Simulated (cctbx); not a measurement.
# Diagnosing a refinement

Cell a = 6.7860 Å, b = 6.7860 Å, c = 16.5710 Å, α = 90.00°, β = 90.00°, γ = 120.00°; space group P6_3/mmc (no. 194). The compound is BaTcS3.

Simulated single-crystal data (cctbx): Mo Kα, λ = 0.71073 Å, to d = 0.77 Å, 70 % of the full sphere, strongest reflection 70000 counts, noise from counting, a 3 % proportional error and a noise floor of 8 counts (s.d.); no absorption.

An anisotropic refinement with weights 1/σ² prints:

```text
Rint 0.024, 27 unique reflections to 2.01 A
cycle     R1     wR2    GooF  max shift (A)
   1  0.0076  0.0144   1.633   0.01252
   2  0.0011  0.0026   0.295   0.00000
final R1 0.0011 wR2 0.0026 GooF 0.295  parameters 20  data/parameter 1.4
atom        x        y        z      Ueq    occ   su(xyz)  su(Uiso or U11)
Ba1    0.00000  0.00000  0.75000  -0.0073  1.000  0.00000  0.0020  NPD
Ba2    0.33333  0.66667  0.09365  -0.0017  1.000  0.00004  0.0016  NPD
Tc1    0.00000  0.00000  0.00000  -0.0006  1.000  0.00000  0.0029  NPD
Tc2    0.66667  0.33333  0.34021  -0.0053  1.000  0.00011  0.0024  NPD
S1     0.33058  0.16529  0.08674  -0.0022  1.000  0.00035  0.0053  NPD
S2     0.97654  0.48827  0.25000   0.0004  1.000  0.00044  0.0056  NPD
difference map: max 0.02 min -0.02 rms 0.01
Q1    0.0000  0.5000  0.0000    6    0.03  2.44 A from S1
Q2    0.3333  0.6667  0.5769    4    0.02  1.37 A from Tc2
Q3    0.3333  0.6667  0.0955    4    0.02  0.03 A from Ba2
Q4    0.0407  0.5204  0.2500    6    0.02  0.38 A from S2
Q5    0.3333  0.6667  0.2500    2    0.01  2.10 A from S2
Q6    0.1333  0.5667  0.7500    6    0.01  0.65 A from S2
```

**Question.** Can this result stand? If not, what is the likely fault?

Mend it. The fault: data cut at low resolution. Against the right model at the same level, R1 goes from 0.0070 to 0.0011 and GooF from 0.88 to 0.29, U of Ba2 shrinks from 0.0078 to -0.0017 Å², U of Tc2 shrinks from 0.0047 to -0.0053 Å², U of Ba1 shrinks from 0.0043 to -0.0073 Å² and Ba1, Ba2, Tc1, Tc2, S1 and S2 go non-positive-definite. The atoms are right, but there are too few data for the parameters: R1 flatters and the s.u.s grow. Data per parameter fall from 16.6 to 1.4.

The compound is BaTcS3. The right model at the same level gives:

```text
Rint 0.027, 332 unique reflections to 0.77 A
cycle     R1     wR2    GooF  max shift (A)
   1  0.0151  0.0392   2.551   0.00071
   2  0.0070  0.0135   0.876   0.00000
final R1 0.0070 wR2 0.0135 GooF 0.876  parameters 20  data/parameter 16.6
atom        x        y        z      Ueq    occ   su(xyz)  su(Uiso or U11)
Ba1    0.00000  0.00000  0.75000   0.0043  1.000  0.00000  0.0001
Ba2    0.33333  0.66667  0.09369   0.0078  1.000  0.00001  0.0001
Tc1    0.00000  0.00000  0.00000   0.0053  1.000  0.00000  0.0001
Tc2    0.66667  0.33333  0.34019   0.0047  1.000  0.00001  0.0001
S1     0.32936  0.16468  0.08630   0.0049  1.000  0.00006  0.0002
S2     0.97879  0.48940  0.25000   0.0090  1.000  0.00008  0.0002
difference map: max 0.44 min -0.58 rms 0.09
Q1    0.2182  0.6091  0.0139   12    0.44  1.49 A from Ba2
Q2    0.0490  0.0980  0.7144   12    0.31  0.82 A from Ba1
Q3    0.1685  0.3370  0.1226   12    0.30  2.00 A from Ba2
Q4    0.3333  0.6667  0.1812    4    0.25  1.45 A from Ba2
Q5    0.0974  0.5487  0.2500    6    0.23  0.70 A from S2
Q6    0.0962  0.1925  0.5085   12    0.22  1.14 A from Tc1
```

Isotropic U is held between 0.0001 and 1 Å² by the program, and listed peak heights are interpolated, so they can pass the grid's maximum.

The model was made for the exercise: a known structure type with other elements put in, its volume estimated, not relaxed; displacement parameters are assumed.

[Middle refinement cycles are left out of these outputs.]

[Logs are printed without paths, hosts, clocks, repeated set-up lines and the standing remarks that a program may print on its own settings, such as how far it seeks lower states.]
